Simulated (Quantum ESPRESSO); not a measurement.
# BaZrO3 (Pm-3m): Raman and infrared activity, part 3 of 3

Wanted: vibrational spectra of BaZrO3 (Pm-3m) from linear and non-linear response.

Quantum ESPRESSO 8.0 development, patched; DFT LDA, scalar-relativistic, plane waves, PseudoDojo norm-conserving pseudopotentials.

So far. Step 5 (Linear response at Γ): The acoustic modes at Γ come out as far as 0.6 cm⁻¹ from zero, where they should vanish, a small numerical error; the Born charges miss their sum rule by 0.0097 e, which is good. Step 6 (Zone-centre analysis): The rule moves no optical mode by more than 0.1 cm⁻¹. The relaxed cell has a = 4.150 Å (conventional setting).

## 8. Sum rules set otherwise: a sum rule for molecules or wires on a crystal

This rule also removes rotations, which suits molecules and not a crystal; it is tried to see the harm.

dynmat.in reads:

```
&input
   fildyn = 'g.dyn'
   asr = 'zero-dim'
   fileig = 'dynmat.eig'
   lperm = .true.
/
```

Started as:

```
$ dynmat.x -in dynmat.in > dynmat.out
```

The program printed:

```text
[banner, memory and clock lines left out]
Program DYNMAT v.8.0dev

     Reading Dynamical Matrix from file g.dyn
     ...Force constants read
     ...epsilon and Z* read
     ...Raman cross sections read
     Warning: this looks like a crystal, not a molecule in a box: use asr = 'crystal'
     Acoustic Sum Rule: || Z*(ASR) - Z*(orig)|| =    7.532344E-03
     Acoustic Sum Rule: ||dyn(ASR) - dyn(orig)||=    2.714230E-01
     Message from routine dynmat:
     WARNING: the charges keep any dipole. Ignore the strengths of the modes set to zero; with q typed a rigid rotation may get a frequency
     A direction for q was not specified:TO-LO splitting will be absent

     Polarizability (A^3 units)
     multiply by 0.434648 for Clausius-Mossotti correction (not under assume_isolated = 'mt')
        22.188372    0.000000    0.000000
         0.000000   22.188372    0.000000
         0.000000    0.000000   22.188372

     IR activities are in (D/A)^2/amu units

# mode   [cm-1]    [THz]      IR
    1     -0.00   -0.0000    0.0040
    2     -0.00   -0.0000    0.1602
    3     -0.00   -0.0000    0.0659
    4     -0.00   -0.0000    0.0064
    5      0.00    0.0000    0.0039
    6      0.00    0.0000    0.1312
    7     97.32    2.9177   12.9327
    8    127.31    3.8165   22.7168
    9    127.31    3.8165   22.7168
   10    194.02    5.8165   20.7024
   11    220.25    6.6028    7.4691
   12    220.25    6.6028    7.4691
   13    476.88   14.2965   25.4461
   14    476.88   14.2965   25.4461
   15    524.53   15.7250   22.1827

Electronic dielectric permittivity tensor (relative, adimensional)
         4.902136    0.000000    0.000000
         0.000000    4.902136    0.000000
         0.000000    0.000000    4.902136

 ... with zone-center polar mode contributions
        57.943721    3.267726    3.267726
         3.267726   57.943721    3.267726
         3.267726    3.267726   57.943721

[end of the log left out, with the tail of the file of modes that dynmat.x writes under the same name]
```

The job ended after 0.67 s (1 thread of Intel Xeon at 2.70GHz, shared host).

The run ended normally, but on settings that are not sound.

The fault: a sum rule for molecules or wires on a crystal; 3 optical modes are projected out to zero frequency, as if they were rotations, and the static dielectric tensor is spoilt.

For a crystal the rule has to be 'simple' or 'crystal'.

Zone-centre frequencies as printed; negative means imaginary. Modes:

| mode | frequency (cm⁻¹) |
| --- | --- |
| 1 | 0 |
| 2 | 0 |
| 3 | 0 |
| 4 | 0 |
| 5 | 0 |
| 6 | 0 |
| 7 | 97.32 |
| 8 | 127.3 |
| 9 | 127.3 |
| 10 | 194 |
| 11 | 220.2 |
| 12 | 220.2 |
| 13 | 476.9 |
| 14 | 476.9 |
| 15 | 524.5 |

## 9. Modes along a direction of q (1 0 0)

A longitudinal polar mode sets up a macroscopic field that stiffens it; the term hangs on the direction from which q goes to zero.

dynmat.in reads:

```
&input
   fildyn = 'g.dyn'
   asr = 'simple'
   fileig = 'dynmat.eig'
   q(1) = 1.0
   q(2) = 0.0
   q(3) = 0.0
/
```

Started as:

```
$ dynmat.x -in dynmat.in > dynmat.out
```

The program printed:

```text
[banner, memory and clock lines left out]
Program DYNMAT v.8.0dev

     Reading Dynamical Matrix from file g.dyn
     ...Force constants read
     ...epsilon and Z* read
     ...Raman cross sections read

     Polarizability (A^3 units)
     multiply by 0.434648 for Clausius-Mossotti correction (not under assume_isolated = 'mt')
        22.188372    0.000000    0.000000
         0.000000   22.188372    0.000000
         0.000000    0.000000   22.188372

     IR activities are in (D/A)^2/amu units

# mode   [cm-1]    [THz]      IR
    1     -0.00   -0.0000    0.0000
    2      0.00    0.0000    0.0000
    3      0.00    0.0000    0.0000
    4     97.31    2.9174   12.9331
    5     97.31    2.9174   12.9331
    6    137.77    4.1301    0.1330
    7    172.34    5.1666    0.0000
    8    172.34    5.1666    0.0000
    9    172.34    5.1666    0.0000
   10    194.02    5.8166   20.7017
   11    194.02    5.8166   20.7017
   12    365.17   10.9477    6.4126
   13    524.53   15.7250   22.1830
   14    524.53   15.7250   22.1830
   15    713.99   21.4048   49.2722

[end of the log left out, with the tail of the file of modes that dynmat.x writes under the same name]
```

It took 0.67 s on 1 thread.

This step gave:

```yaml
highest_mode_moved_by_the_lo_to_term: 714.0 cm⁻¹
```

Zone-centre frequencies as printed; negative means imaginary. Modes:

| mode | frequency (cm⁻¹) |
| --- | --- |
| 1 | 0 |
| 2 | 0 |
| 3 | 0 |
| 4 | 97.31 |
| 5 | 97.31 |
| 6 | 137.8 |
| 7 | 172.3 |
| 8 | 172.3 |
| 9 | 172.3 |
| 10 | 194 |
| 11 | 194 |
| 12 | 365.2 |
| 13 | 524.5 |
| 14 | 524.5 |
| 15 | 714 |

The field moves 3 modes; the highest of them now lies at 714 cm⁻¹, where the highest that moved away lay at 524.

## 10. Outcome

```json
{"space group after relaxation": "Pm-3m", "volume per atom": "14.3 Å³", "gap on the k-mesh": "3.17 eV", "highest optical zone-centre mode (no LO-TO term)": "524.5 cm⁻¹", "lowest optical zone-centre mode": "97.3 cm⁻¹", "highest mode moved by the LO-TO term": "714.0 cm⁻¹", "mean high-frequency dielectric constant": "4.90", "largest Born charge in size (third of the trace)": "6.11 e", "mean static dielectric constant": "64.5", "imaginary optical modes at the zone centre (no q mesh in this session)": "none"}
```

**Reading.** No mode is Raman active in this structure; the strongest infrared line lies at 525 cm⁻¹. At the LDA level the optical modes of BaZrO3 (Pm-3m) at the zone centre (no LO-TO term) run from 97 to 525 cm⁻¹. Along the directions run, the highest mode that the macroscopic field moves lies at 714 cm⁻¹. Lattice motion raises the mean dielectric constant from 4.902 to 64.49. Of the 12 optical modes, 9 are infrared active alone and 3 are silent. These are harmonic frequencies at zero temperature: anharmonic shifts and linewidths and thermal expansion are left out. Spin-orbit coupling is left out, which can matter for the heavy elements here. The published file for Ba has no f projectors, which tends to make oxide cells too large. The build is a development version in which the Raman tensors of release 7.5 are mended; dynmat.x leaves out the electro-optic term of LO lines.

Calculation against experiment:

```
                                       quantity  measured  LDA PseudoDojo norm-conserving, Quantum ESPRESSO
                         lattice constant a (Å)     4.192                                    4.150 (-1.0 %)
static dielectric constant (mean of the tensor)        36                                   64.49 (+79.1 %)
```

Measured values from arxiv:cond-mat/0602127 (2006) and arxiv:1312.3131 (2013).

**Verdict.** The lattice constant a is off by -1.0 %: fair agreement. The static dielectric constant is off by +79.1 %. The grades are ours: good and fair within 0.7 and 1.5 % for the lattice constant a and 10 and 25 % for the static dielectric constant. For lattice constants and static dielectric constant the calculation has a static lattice, without zero-point motion or thermal expansion (measured at up to 300 K).

[Host names and launcher messages were left out of these logs when they were recorded.]

[Logs are printed without paths, hosts, clocks, repeated set-up lines and the standing remarks that a program may print on its own settings, such as how far it seeks lower states.]

[Hosts, paths, dates, database ids (printed as entryN), source tags and the programs' standing remarks are cut or masked in the printed files.]
